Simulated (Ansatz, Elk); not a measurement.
# Bonding as seen by X-rays: Mg3NbBi

The structure of Mg3NbBi used here is made up (a known structure type with other elements) and was relaxed beforehand with PBE. The aim is the Fourier transform of its all-electron density, F(hkl), set beside the sum over free spherical atoms that refinements use.

Program: Elk 11.2.3 (patched build). Level of theory: DFT, PBE, all-electron APW+lo, Dirac cores, scalar-relativistic bands, static density, no spin. Results are calculated unless marked as measured.

The structure was built from a prototype and need not be the compound's stable phase.

### Step 1. The structure

The structure is trigonal, space group P3m1 (No. 156). Conventional cell: a = 4.747 Å, b = 4.747 Å, c = 6.127 Å, α = 90.00°, β = 90.00°, γ = 120.00°. Bi has 5 Mg at 3.00 to 3.22 Å and 3 Nb at 3.10 Å nearest. Nearest to Nb lie 8 Mg at 2.95 to 3.15 Å and 3 Bi at 3.10 Å. Mg has 2 Nb at 2.98 to 3.15 Å and 6 Mg at 3.09 to 3.33 Å and 3 Bi at 3.22 Å nearest. Nearest to Mg lie 6 Mg at 2.78 to 3.09 Å and 2 Bi at 3.00 to 3.13 Å and 3 Nb at 3.15 Å. Nearest to Mg lie 6 Mg at 2.78 to 3.33 Å and 3 Nb at 2.95 Å. Farther neighbours are not listed.

### Step 2. Ground state and structure factors

An all-electron density is needed, since X-rays see the cores too. Task 0 finds the density and task 195 Fourier-transforms it; tshift is off so that phases refer to the origin typed.

elk.in

```
tasks
  0
  195

xctype
  20

spinpol
  .false.

rgkmax
  7.0

gmaxvr
  14.0

lmaxo
  7

lmaxapw
  8

swidth
  0.002

tshift
  .false.

ramdisk
  .false.

hmaxvr
  5.5

maxscl
  120

epspot
  1e-06

sppath
  './'

avec
  8.97063707250 0.00000000000 -0.00000000000
  -4.48531853625 7.76879959291 0.00000000000
  -0.00000000000 -0.00000000000 11.57904238484

atoms
  3
  'Bi.in'
  1
  0.0000000000 -0.0000000000 0.8285113874   0.000000 0.000000 0.000000
  'Nb.in'
  1
  0.3333333333 0.6666666667 0.0647732729   0.000000 0.000000 0.000000
  'Mg.in'
  3
  0.3333333333 0.6666666667 0.5511889836   0.000000 0.000000 0.000000
  -0.0000000000 -0.0000000000 0.3179668695   0.000000 0.000000 0.000000
  0.6666666667 0.3333333333 0.2415594867   0.000000 0.000000 0.000000

ngridk
  6 6 4
```

Command:

```bash
> OMP_NUM_THREADS=4 elk
```

Numbers of over 12 decimals in the logs are rounded to 6 here.

The program printed:

```text
┌─────────────────────────┐
│ Elk code version 11.2.3 │
└─────────────────────────┘

All units are atomic (Hartree, Bohr, etc.)

┌─────────────────────────────────────────────────┐
│ Ground-state run starting from atomic densities │
└─────────────────────────────────────────────────┘

Lattice vectors :
   8.970637073       0.000000000      -0.000000000
  -4.485318536       7.768799593       0.000000000
  -0.000000000      -0.000000000       11.57904238

Reciprocal lattice vectors :
  0.7004168440      0.4043858534       0.000000000
   0.000000000      0.8087717069       0.000000000
   0.000000000       0.000000000      0.5426342782

Unit cell volume      :    806.9559881
Brillouin zone volume :   0.3073900152

Muffin-tin inner radius fraction :   0.1000000000E-01

Nuclei treated as point charges

Species : 1 (Bi)
 parameters loaded from : Bi.in
 name : bismuth
 nuclear charge    :   -83.00000000
 electronic charge :    83.00000000
 atomic mass :    380947.9285
 muffin-tin radius :    2.800000000
 number of radial points in muffin-tin :   1393
 inner part over the whole radius :   0.9976520004E-02
 number on inner part of muffin-tin    :   1001
 approximate nuclear radius :   0.1052171418E-03
 number of mesh points to nuclear radius :    526
 atomic positions (lattice), magnetic fields (Cartesian) :
  1 :   0.00000000  0.00000000  0.82851139    0.00000000  0.00000000  0.00000000

Species : 2 (Nb)
 parameters loaded from : Nb.in
 name : niobium
 nuclear charge    :   -41.00000000
 electronic charge :    41.00000000
 atomic mass :    169357.9704
 muffin-tin radius :    2.600000000
 number of radial points in muffin-tin :   1193
 inner part over the whole radius :   0.9932322271E-02
 number on inner part of muffin-tin    :    848
 approximate nuclear radius :   0.8268951942E-04
 number of mesh points to nuclear radius :    418
 atomic positions (lattice), magnetic fields (Cartesian) :
  1 :   0.33333333  0.66666667  0.06477327    0.00000000  0.00000000  0.00000000

Species : 3 (Mg)
 parameters loaded from : Mg.in
 name : magnesium
 nuclear charge    :   -12.00000000
 electronic charge :    12.00000000
 atomic mass :    44305.30466
 muffin-tin radius :    2.200000000
 number of radial points in muffin-tin :    793
 inner part over the whole radius :   0.9941530515E-02
 number on inner part of muffin-tin    :    552
 approximate nuclear radius :   0.5710277704E-04
 number of mesh points to nuclear radius :    241
 atomic positions (lattice), magnetic fields (Cartesian) :
  1 :   0.33333333  0.66666667  0.55118898    0.00000000  0.00000000  0.00000000
  2 :   0.00000000  0.00000000  0.31796687    0.00000000  0.00000000  0.00000000
  3 :   0.66666667  0.33333333  0.24155949    0.00000000  0.00000000  0.00000000

Total number of atoms per unit cell :    5
Total muffin-tin volume :    299.3812135
 ratio of muffin-tin to unit cell volume :   0.3710006716

Spin treatment :
 spin-unpolarised

Number of Bravais lattice symmetries :   24
Number of crystal symmetries         :    6
Crystal has no inversion symmetry
Complex Hermitian eigensolver will be used

k-point grid :      6     6     4
k-point offset :    0.000000000       0.000000000       0.000000000
k-point set is reduced with full crystal symmetry group
Total number of k-points :       40

Muffin-tin radius times maximum |G+k| :    7.000000000
 using average radius
Maximum |G+k| for APW functions       :    2.916666667
Maximum (1/2)|G+k|²                   :    4.253472222
Maximum |G| for potential and density :    14.00000000
Constant for pseudocharge density :   10
 order of it for each species :   17  17  17
 order of it for pair densities of each species (exact exchange by exxq0 0: 18) :   13  11   7
Radial integration step length :    1

G-vector grid sizes :     40    40    54
Number of G-vectors :    37347

Maximum angular momentum used for
 APW functions            :    8
 outer part of muffin-tin :    7
 inner part of muffin-tin :    2

Total nuclear charge    :   -160.0000000
[...]
correlation                 :     -8.589794
 electron entropic           :    -0.56608775251443E-03
 total energy                :     -26004.301579877

Density of states at Fermi energy :    38.36368147
 (states/Hartree/unit cell)

Estimated indirect band gap :   0.3938508735E-02
 from k-point 40 to k-point 4
Estimated direct band gap   :   0.1221544301E-01
 at k-point 30

Charges :
 core                        :    102.0000000
 valence                     :    58.00000000
 interstitial                :    8.337884759
 muffin-tins (core leakage)
  species : 1 (Bi)
   atom 1                    :    81.34910972     (  0.7075827155E-03)
  species : 2 (Nb)
[...]
species : 3 (Mg)
[...]
total in muffin-tins        :    151.6621152
 total calculated charge     :    159.9993288
 total charge                :    160.0000000
 error                       :   0.6711558592E-03

RMS change in Kohn-Sham potential (target) :   0.5465851312     (  0.1000000000E-05)
Absolute change in total energy (target)   :   0.5836311183     (  0.1000000000E-03)

[... loops 3 to 14 left out ...]

┌──────────────────┐
│ Loop number : 15 │
└──────────────────┘

Energies :
 Fermi                       :     0.194055
 sum of occupied eigenvalues :     -15965.912825198
 electron kinetic            :      29802.108812938
 core electron kinetic       :      29375.750877261
 Coulomb                     :     -55237.915709295
 Coulomb potential           :     -45027.238368008
 nuclear-nuclear             :     -1793.5082268806
 electron-nuclear            :     -61889.612225670
 Hartree                     :      8445.2047432550
 Madelung                    :     -32724.296525291
 xc potential                :     -740.78327012762
 exchange                    :     -558.59023841781
 correlation                 :     -8.592645
 electron entropic           :    -0.91651396438419E-03
 total energy                :     -26002.990696351

Density of states at Fermi energy :    63.88551996
 (states/Hartree/unit cell)

Estimated indirect band gap :   0.2509823280E-02
 from k-point 27 to k-point 30
Estimated direct band gap   :   0.7073271684E-02
 at k-point 30

Charges :
 core                        :    102.0000000
 valence                     :    58.00000000
 interstitial                :    8.010452099
 muffin-tins (core leakage)
  species : 1 (Bi)
[...]
species : 2 (Nb)
[...]
species : 3 (Mg)
[...]
total in muffin-tins        :    151.9895479
 total calculated charge     :    159.9993517
 total charge                :    160.0000000
 error                       :   0.6483388338E-03

RMS change in Kohn-Sham potential (target) :   0.8828292680E-06 (  0.1000000000E-05)
Absolute change in total energy (target)   :   0.5941276686E-04 (  0.1000000000E-03)

Convergence targets achieved

┌──────────────────┐
│ Loop number : 16 │
└──────────────────┘

Energies :
 Fermi                       :     0.194055
 sum of occupied eigenvalues :     -15965.912773809
 electron kinetic            :      29802.108868416
 core electron kinetic       :      29375.750911425
 Coulomb                     :     -55237.915718558
 Coulomb potential           :     -45027.238361886
 nuclear-nuclear             :     -1793.5082268806
 electron-nuclear            :     -61889.612249534
 Hartree                     :      8445.2047578562
 Madelung                    :     -32724.296537615
 xc potential                :     -740.78328033876
 exchange                    :     -558.59023924185
 correlation                 :     -8.592645
 electron entropic           :    -0.91651815075403E-03
 total energy                :     -26002.990650966

Density of states at Fermi energy :    63.88587434
 (states/Hartree/unit cell)

Estimated indirect band gap :   0.2509815028E-02
 from k-point 27 to k-point 30
Estimated direct band gap   :   0.7073296271E-02
 at k-point 30

Charges :
 core                        :    102.0000000
 valence                     :    58.00000000
 interstitial                :    8.010450543
 muffin-tins (core leakage)
  species : 1 (Bi)
[...]
species : 2 (Nb)
[...]
species : 3 (Mg)
   atom 1                    :    10.47358780     ( -0.9828258873E-07)
   atom 2                    :    10.56331970     ( -0.9828258873E-07)
   atom 3                    :    10.56088927     ( -0.9828258829E-07)
 total in muffin-tins        :    151.9895495
 total calculated charge     :    159.9993517
 total charge                :    160.0000000
 error                       :   0.6483384688E-03

┌──────────────────────────────┐
│ Self-consistent loop stopped │
└──────────────────────────────┘

Warning : core states of species 1 leak from the muffin-tin :   0.6816961046E-03

Wrote STATE.OUT
```

Run time: 63 s. Hardware: 4 threads of Arm Neoverse V1, shared host; peak memory 0.21 GiB; 3.2 min of CPU time.

SFACRHO.OUT:

```text

h k l indices transformed by vhmat matrix:
   1.000000000       0.000000000       0.000000000    
   0.000000000       1.000000000       0.000000000    
   0.000000000       0.000000000       1.000000000    

      h      k      l  multipl.   |H|            Re(F)            Im(F)           |F|

      0      0      0      1   0.0000000       160.00000      0.40532461E-16   160.00000    
      0      0     -1      1  0.54263428       58.992080       37.433186       69.866365    
      0      0      1      1  0.54263428       58.992080      -37.433186       69.866365    
     -1      1      0      3  0.80877171       58.552192       31.627743       66.548278    
      0      1      0      3  0.80877171       58.552192      -31.627743       66.548278    
      0     -1      1      3  0.97394232       18.485474      -47.781864       51.232990    
      1     -1      1      3  0.97394232       20.744259      -86.688104       89.135580    
      1     -1     -1      3  0.97394232       18.485474       47.781864       51.232990    
     -1      1     -1      3  0.97394232       20.744259       86.688104       89.135580    
      0      0      2      1   1.0852686      -25.347713      -37.024564       44.870089    
      0      0     -2      1   1.0852686      -25.347713       37.024564       44.870089    
      0      1      2      3   1.3534842      -30.578447      -111.64552       115.75734    
      1      0     -2      3   1.3534842      -30.578447       111.64552       115.75734    
     -1      1      2      3   1.3534842      -77.928116      -46.953296       90.980235    
      0      1     -2      3   1.3534842      -77.928116       46.953295       90.980235    
      1      1      0      6   1.4008337       126.35462     -0.66320669E-13   126.35462    
      1     -2     -1      6   1.5022606       49.637245       34.533703       60.468444    
      1     -2      1      6   1.5022606       49.637245      -34.533703       60.468444
```

Elk indexes on the primitive cell of elk.in and gives |H| = 4π sin θ/λ in inverse bohr. Below, one row stands for each form hkl of the conventional cell (m members, Friedel mates merged), F is for one primitive cell and the density is static (no thermal factor). Free-atom factors are Waasmaier and Kirfel's, and R is Σm||F|−|F'||/Σm|F|.

```
hkl   m  sin θ/λ (Å⁻¹)  abs F, DFT  neutral atoms   diff.  abs of complex diff.
001   2          0.082      69.866         69.997  -0.131                 0.262
100   6          0.122      66.548         66.467  +0.081                 0.089
101   6          0.146      51.233         51.097  +0.136                 0.136
011   6          0.146      89.136         89.296  -0.160                 0.178
002   2          0.163      44.870         44.316  +0.555                 0.606
012   6          0.203     115.757        116.293  -0.536                 0.578
102   6          0.203      90.980         91.410  -0.430                 0.471
110   6          0.211     126.355        126.884  -0.529                 0.529
111  12          0.226      60.468         60.467  +0.002                 0.231
200   6          0.243      57.695         57.879  -0.184                 0.207
003   2          0.245      56.705         56.827  -0.123                 0.196
021   6          0.257      45.671         45.731  -0.060                 0.112
201   6          0.257      77.995         78.096  -0.102                 0.102
112  12          0.267      40.175         40.213  -0.038                 0.042
```

### Step 3. The highest occupied states alone

An energy window below the Fermi level keeps the highest occupied states, to see at which angles they scatter; shallow core shells can lie inside it and anion s states outside. No new self-consistency is needed.

elk.in: that of step 2 with these lines changed.

```diff
@@ -1,3 +1,2 @@
 tasks
-  0
   195
@@ -40,2 +39,5 @@
 
+wsfac
+  -0.246940 0.494060
+
 sppath
```

Command:

```bash
> OMP_NUM_THREADS=4 elk
```

The program printed:

```text
┌─────────────────────────────────┐
│ Elk code version 11.2.3 started │
└─────────────────────────────────┘

Info(readinput): the functional depends on the density's gradient
 muffin-tin radial points multiplied by    2.00000
 (not where nrmtscf is given)

┌────────────────────┐
│ Current task : 195 │
└────────────────────┘

Info(sfacrho): density structure factors written to SFACRHO.OUT

 Energy window :  -0.2469400000      0.4940600000

┌──────────────────┐
│ Elk code stopped │
└──────────────────┘
```

It took 18 s on 4 threads; peak memory 0.16 GiB.

States within 12 eV below the Fermi level hold 16.00 electrons; any levels below the window count with the cores. Their amplitudes can exceed the total, where window and core parts have opposite phase:

```
hkl  sin θ/λ (Å⁻¹)  abs F, window  abs F, all
001          0.082          3.382      69.866
100          0.122          2.317      66.548
101          0.146          0.536      51.233
011          0.146          2.408      89.136
002          0.163          0.263      44.870
012          0.203          0.590     115.757
102          0.203          0.592      90.980
110          0.211          0.534     126.355
111          0.226          0.547      60.468
200          0.243          0.460      57.695
```

### Step 4. Another functional

The difference from free atoms is small, so it is set against the change that LDA (Perdew-Wang) makes.

elk.in: that of step 3 with these lines changed.

```diff
@@ -1,2 +1,3 @@
 tasks
+  0
   195
@@ -4,3 +5,3 @@
 xctype
-  20
+  3
 
@@ -39,5 +40,2 @@
 
-wsfac
-  -0.246940 0.494060
-
 sppath
```

Command:

```bash
> OMP_NUM_THREADS=4 elk
```

The program printed:

```text
┌─────────────────────────┐
│ Elk code version 11.2.3 │
└─────────────────────────┘

All units are atomic (Hartree, Bohr, etc.)

┌─────────────────────────────────────────────────┐
│ Ground-state run starting from atomic densities │
└─────────────────────────────────────────────────┘

Lattice vectors :
   8.970637073       0.000000000      -0.000000000
  -4.485318536       7.768799593       0.000000000
  -0.000000000      -0.000000000       11.57904238

Reciprocal lattice vectors :
  0.7004168440      0.4043858534       0.000000000
[...]
species : 1 (Bi)
[...]
species : 2 (Nb)
[...]
species : 3 (Mg)
[...]
atom 2                    :    10.57477116     ( -0.1573064653E-05)
   atom 3                    :    10.57243005     ( -0.1573064648E-05)
 total in muffin-tins        :    152.0599901
 total calculated charge     :    159.9993593
 total charge                :    160.0000000
 error                       :   0.6407341740E-03

┌──────────────────────────────┐
│ Self-consistent loop stopped │
└──────────────────────────────┘

Warning : core states of species 1 leak from the muffin-tin :   0.6822152076E-03

Wrote STATE.OUT
[key lines of the parts left out:]
total energy                :     -25985.010710620
```

Elapsed: 44 s, on 4 threads; peak memory 0.17 GiB.

Against the first run R = 0.02 %; the largest change is -0.058 at 300.

### Step 5. Basis size

A smaller basis shows how fast F responds to it; the change is likely larger than the basis error of the first run, but doesn't show convergence.

elk.in: that of step 4 with these lines changed.

```diff
@@ -5,3 +5,3 @@
 xctype
-  3
+  20
 
@@ -11,3 +11,3 @@
 rgkmax
-  7.0
+  5.5
```

Command:

```bash
> OMP_NUM_THREADS=4 elk
```

The program printed:

```text
┌─────────────────────────┐
│ Elk code version 11.2.3 │
└─────────────────────────┘

All units are atomic (Hartree, Bohr, etc.)

┌─────────────────────────────────────────────────┐
│ Ground-state run starting from atomic densities │
└─────────────────────────────────────────────────┘

Lattice vectors :
   8.970637073       0.000000000      -0.000000000
  -4.485318536       7.768799593       0.000000000
  -0.000000000      -0.000000000       11.57904238

Reciprocal lattice vectors :
  0.7004168440      0.4043858534       0.000000000
[...]
species : 1 (Bi)
[...]
species : 2 (Nb)
[...]
species : 3 (Mg)
[...]
atom 2                    :    10.55982790     ( -0.9828258785E-07)
   atom 3                    :    10.55771674     ( -0.9828258918E-07)
 total in muffin-tins        :    151.9071502
 total calculated charge     :    159.9991935
 total charge                :    160.0000000
 error                       :   0.8064773426E-03

┌──────────────────────────────┐
│ Self-consistent loop stopped │
└──────────────────────────────┘

Warning : core states of species 1 leak from the muffin-tin :   0.6836010643E-03

Wrote STATE.OUT
[key lines of the parts left out:]
total energy                :     -26002.921071249
```

Wall time 48 s (4 threads); peak memory 0.2 GiB.

Against the first run R = 0.01 %; the largest change is +0.044 at 300.

### Step 6. Settings against the effect

```
              run  R against the first run (%)  R against neutral atoms, low angle (%)  wall time
    PBE, rgkmax 7                         0.00                                    0.21       63 s
LDA (Perdew-Wang)                         0.02                                    0.21       44 s
       rgkmax 5.5                         0.01                                    0.22       48 s
```

### Step 7. Outcome

```yaml
r_against_neutral_atoms_sin_theta_lambda_0p3_a_minus1: 0.21 %
r_against_neutral_atoms_0p3_to_0p69_a_minus1: 0.08 %
```

In words: Independent neutral atoms miss the calculated amplitudes by R = 0.21 % below 0.3 Å⁻¹ and 0.08 % from there to 0.69 Å⁻¹; by shells, 0.18 % below 0.15 Å⁻¹ (4 forms), 0.22 % 0.15 to 0.3 (14 forms), 0.11 % 0.3 to 0.45 (31 forms), 0.07 % above 0.45 (100 forms). Bonding, aspherical density and the tables' own atoms all enter these figures, and the runs don't part them. The largest change of an amplitude is +0.55 electrons, at 002. R counts amplitudes alone; phases shift too. The window's part falls from 16.0 electrons at the origin to at most 0.19 between 0.45 and 0.69 Å⁻¹. Below 0.3 Å⁻¹ the changes that finished (LDA (Perdew-Wang) and rgkmax 5.5) move F by R = 0.01 % at most, against the 0.21 % that separates it from free atoms. The k-mesh has no finished test. These runs have no spin, though d or f shells may be open. Spin-orbit coupling is left out, which can matter for elements this heavy. Part of the difference isn't bonding: the tables are fits to free atoms and ions calculated by other methods than this functional. Thermal motion, anomalous dispersion and extinction are left out.

[Logs are printed without paths, hosts, clocks, repeated set-up lines and the standing remarks that a program may print on its own settings, such as how far it seeks lower states.]

[Hosts, paths, dates, database ids (printed as entryN), source tags and the programs' standing remarks are cut or masked in the printed files.]
